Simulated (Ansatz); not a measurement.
# Al wire along [110], 17 atoms a period: bands along the axis, part 2 of 2

Aim: is the Al wire along [110], 17 atoms a period a metal or a semiconductor?

Ansatz 0.2.0; DFT PBE, plane waves, PAW; relaxation of a wire's period; PAW set soft_1 (the session's first sound run).

So far: The starting structure; Relaxing the period.

**2. Relaxing the period (continued)**

Step by step:

| step | energy less that of the first step (eV) | largest force component (eV/Å) | pressure (GPa) | volume (Å³) |
| --- | --- | --- | --- | --- |
| 1 | 0.0000 | 0.2929 | -1.27 | 653.35 |
| 2 | -0.4699 | 0.1478 | 0.25 | 622.14 |
| 3 | -0.5140 | 0.0568 | 0.14 | 618.67 |
| 4 | -0.5201 | 0.0469 | 0.10 | 616.27 |
| 5 | -0.5222 | 0.0091 | 0.10 | 617.75 |
| 6* | -0.5202 | 0.0091 | 0.09 | 617.75 |

Relaxation steps marked * repeat the geometry before them on a plane-wave basis chosen anew for their cell, so energy and pressure can jump there.

Forces are held to the 8 operations that the run works with; a distortion that breaks them can't arise in this run.

| cell as run | before | after | change |
| --- | --- | --- | --- |
| c (Å) | 2.857 | 2.701 | -5.4 % |

The atoms that moved most (Å, along periodic axes as changes of fractional coordinates times the final cell, across vacuum about the mean position):

| atom | dx | dy | dz | length |
| --- | --- | --- | --- | --- |
| Al14 | 0.179 | -0.092 | 0.000 | 0.201 |
| Al10 | -0.179 | -0.092 | 0.000 | 0.201 |
| Al7 | -0.179 | 0.092 | 0.000 | 0.201 |
| Al11 | 0.179 | 0.092 | 0.000 | 0.201 |
| Al17 | 0.164 | -0.112 | 0.000 | 0.199 |
| Al15 | -0.164 | -0.112 | 0.000 | 0.199 |
| Al5 | 0.164 | 0.112 | 0.000 | 0.199 |
| Al1 | -0.164 | 0.112 | 0.000 | 0.199 |

This step gave:

| Quantity | Value |
| --- | --- |
| energy at zero smearing | -9131.4938 eV |
| cell length along the wire | 2.701 Å |

The cell's length comes to 2.701 Å with spin left out.

**3. Bands of the perfect wire**

This step: DFT PBE, plane waves, PAW; bands of a perfect wire; PAW set soft_1 (Ansatz 0.2.0).

At the relaxed period the bands are computed along the axis; those that cross an energy going forward count the channels that a perfect wire would open there.

File input.yaml:

```yaml
crystal:
  lattice:
    - [14.88, 0.0, 0.0]
    - [0.0, 15.37, 0.0]
    - [0.0, 0.0, 2.7010797659]
  atoms:
    - { symbol: Al, position: [0.217451991, 0.321434725, 0.0] }
    - { symbol: Al, position: [0.225027691, 0.5, 0.0] }
    - { symbol: Al, position: [0.5, 0.30244446, 0.0] }
    - { symbol: Al, position: [0.5, 0.5, 0.0] }
    - { symbol: Al, position: [0.782548009, 0.321434725, 0.0] }
    - { symbol: Al, position: [0.774972309, 0.5, 0.0] }
    - { symbol: Al, position: [0.352204846, 0.227182857, 0.5] }
    - { symbol: Al, position: [0.365851767, 0.406463099, 0.5] }
    - { symbol: Al, position: [0.365851767, 0.593536901, 0.5] }
    - { symbol: Al, position: [0.352204846, 0.772817143, 0.5] }
    - { symbol: Al, position: [0.647795154, 0.227182857, 0.5] }
    - { symbol: Al, position: [0.634148233, 0.406463099, 0.5] }
    - { symbol: Al, position: [0.634148233, 0.593536901, 0.5] }
    - { symbol: Al, position: [0.647795154, 0.772817143, 0.5] }
    - { symbol: Al, position: [0.217451991, 0.678565275, 0.0] }
    - { symbol: Al, position: [0.5, 0.69755554, 0.0] }
    - { symbol: Al, position: [0.782548009, 0.678565275, 0.0] }
kpoints:
  mp_grid: { grid: [1, 1, 30] }
  band_path: { path: ["Γ", Z], npoints: 90 }
scf:
  occupations: { method: fermi_dirac, width: 0.05 }
hamiltonian:
  xc: pbe
  pseudopotentials: { kind: paw, azcp: { folder: soft_1 } }
output:
  dos: { e_range: [-5, 4] }
  write_potential: true
  write_density: true
  volumetric_format: npy
```

On the command line:

```sh
$ ansatz run input.yaml --threads 4 --pin off --max-ram 16384MiB --backend cpu --events-out ev --progress --plain --runs-dir out
```

Numbers of over 12 decimals in the logs are rounded to 6 here.

What it wrote:

```text
[...]
Crystal: 17 atoms, lattice volume = 617.752 Å³
Basis set: ecut = 420 eV, 12135 PW (Γ)
Bands: 43, of which v1, the nominal top of the filled ones, is band 26 counted from 1 (25 counted from 0)
Symmetry: 8 space group operations
[...]
k-points: 16 of 30
[...]
SCF iter   1: F=—  HF=-9135.614809 eV  |F-HF|=—  |Δ(HF+E_count)|=         —  Δρ=2.23e-2  dr2=3.16e1  ethr=3.10e-3  ⟨swp⟩=8.6  Hψ=4109  notcnv=0  defer=11
[...]
SCF iter   9: F=-9131.541539 eV  HF=-9131.541539 eV  |F-HF|=1.16e-10  |Δ(HF+E_count)|=   3.86e-8  Δρ=6.88e-7  dr2=5.07e-9  ethr=1.96e-10  ⟨swp⟩=22.2  Hψ=3764  notcnv=0
SCF 1 converged in 9 iterations: F = -9131.541539 eV  dr2 = 5.07e-9
[...]
NSCF: frozen V_eff on 91 k-points
WARN: The output density's exchange-correlation potential varies sharply where the density is thin. Do not read a vacuum level from v_tot or v_xc, or from such a field of the output density. On a cell that repeats whose density bears no net charge and no dipole along the vacuum's axis use v_es (v_loc + v_h of the components); under efield.dipole_correction with no amplitude use v_es + v_field, which holds any externa [...]
SCF converged after 9 iterations
Free energy (F): -9131.541539 eV
[...]
Internal energy: -9131.483915 eV  (E = F + TS)
E sigma→0 (E₀):  -9131.512727 eV
Entropy (-TS):   -0.057623 eV (-3.390 meV/atom)
Fermi energy:    1.510136 eV
[...]
--- Band table (eV; the first three rows and the last of 16) ---
  k-point 0: bands = [... 22 lower, -0.2163, 0.0169, 0.7168, 0.7214, 1.4161, 1.9454, 2.0820, 2.1779, ... 13 higher]
  k-point 1: bands = [... 22 lower, -0.1951, 0.0378, 0.7374, 0.7422, 1.4370, 1.9647, 2.1031, 2.1981, ... 13 higher]
  k-point 2: bands = [... 22 lower, -0.1312, 0.1006, 0.7988, 0.8047, 1.4995, 2.0219, 2.1662, 2.2585, ... 13 higher]
  k-point 15: bands = [... 22 lower, 0.8058, 0.8676, 1.2515, 1.7756, 1.8415, 1.9401, 2.2079, 2.4136, ... 13 higher]
```

Elapsed: 35 s, on 4 threads of Arm Neoverse V2, shared host; peak memory 1.6 GiB.

Numbers from this step:

```
energy at zero smearing : -9131.5127 eV
band gap                : 0 eV
```

The electronic bands at the labelled points (eV, zero at the Fermi level):

| point | band 23 | band 24 | band 25 | band 26 | band 27 | band 28 | band 29 | band 30 |
| --- | --- | --- | --- | --- | --- | --- | --- | --- |
| Γ | -1.73 | -1.49 | -0.79 | -0.79 | -0.09 | 0.44 | 0.57 | 0.67 |
| halfway | -0.56 | -0.33 | 0.03 | 0.28 | 0.37 | 0.82 | 1.08 | 1.25 |
| Z | -0.70 | -0.64 | -0.26 | 0.27 | 0.33 | 0.43 | 0.70 | 0.90 |

Between Γ and Z the bands cross the Fermi level 18 times, so a perfect wire would conduct at least 18 G₀, with spin left out.

**4. Outcome**

```json
{
  "cell length, PBE": "2.701 Å",
  "ballistic conductance by band crossings, a lower bound, PBE": "18 G₀"
}
```

What this shows: Under PBE the cell's length is 2.70 Å, and the bands cross the Fermi level 18 times between Γ and Z, which gives a perfect wire at least 18 G₀ (opposite crossings within one step of the path cancel in such a count).

[Logs are printed without paths, hosts, clocks, repeated set-up lines and the standing remarks that a program may print on its own settings, such as how far it seeks lower states.]

[Hosts, paths, dates, database ids (printed as entryN), source tags and the programs' standing remarks are cut or masked in the printed files.]
